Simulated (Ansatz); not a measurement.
Rb2LiVO4 (Cmc2_1), computed twice by G0W0.

```yaml
crystal:
  lattice:
    - [2.93950, -5.85050, 0.00000]
    - [2.93950, 5.85050, 0.00000]
    - [0.00000, 0.00000, 7.93300]
  atoms:
    - { symbol: Rb, position: [0.60500, 0.39500, 0.94880] }
    - { symbol: Rb, position: [0.39500, 0.60500, 0.44880] }
    - { symbol: Rb, position: [0.06170, 0.93830, 0.59320] }
    - { symbol: Rb, position: [0.93830, 0.06170, 0.09320] }
    - { symbol: Li, position: [0.19890, 0.80110, 0.17160] }
    - { symbol: Li, position: [0.80110, 0.19890, 0.67160] }
    - { symbol: V, position: [0.69050, 0.30950, 0.38940] }
    - { symbol: V, position: [0.30950, 0.69050, 0.88940] }
    - { symbol: O, position: [0.40870, 0.11910, 0.28170] }
    - { symbol: O, position: [0.59130, 0.88090, 0.78170] }
    - { symbol: O, position: [0.88090, 0.59130, 0.28170] }
    - { symbol: O, position: [0.11910, 0.40870, 0.78170] }
    - { symbol: O, position: [0.63400, 0.36600, 0.58870] }
    - { symbol: O, position: [0.36600, 0.63400, 0.08870] }
    - { symbol: O, position: [0.83500, 0.16500, 0.42360] }
    - { symbol: O, position: [0.16500, 0.83500, 0.92360] }
```

The cell and positions come from the Crystallography Open Database and are kept as given unless a step says otherwise.

The first (Ansatz 0.2.0; start r2SCAN, 2×2×2 mesh, 426 empty bands, screening to 78 eV, PAW set soft_1 files; 1 × NVIDIA GB200 (shared by 2 runs) with 24 threads of Arm Neoverse V2, shared host) gave, on its mesh: starting gap 4.35 eV, G0W0 gap 7.07 eV, RPA ε∞ (mean) 2.57, 4.9 s.

The second changes start from r2SCAN to LDA and mesh from 2×2×2 to 4×4×2. What does it give?

It gave: starting gap 3.90 eV, G0W0 gap 6.93 eV, RPA ε∞ (mean) 2.81, 14 s. The G0W0 gap moves by −0.14 eV, −0.46 eV from the start and +0.32 eV from the correction. Σc changes by +0.07 eV at the valence top and −0.11 eV at the conduction bottom, and Σx − Vxc between them by +0.51 eV.

Limits: not at the basis limit; no spin polarisation; d states lean on the start; no spin-orbit coupling; coarse k mesh.

[Paths, hosts, dates, memory and timing lines, banners, echoed tables and standing remarks are left out of the program output.]

[Logs are printed without paths, hosts, clocks, repeated set-up lines and the standing remarks that a program may print on its own settings, such as how far it seeks lower states.]

[Runs of the session that timed out or met a known fault of the program may be left out.]

[Cells called generated may have been cut or substituted from an entry of the Crystallography Open Database or the Materials Project.]

[Hosts, paths, dates, database ids (printed as entryN), source tags and the programs' standing remarks are cut or masked in the printed files.]
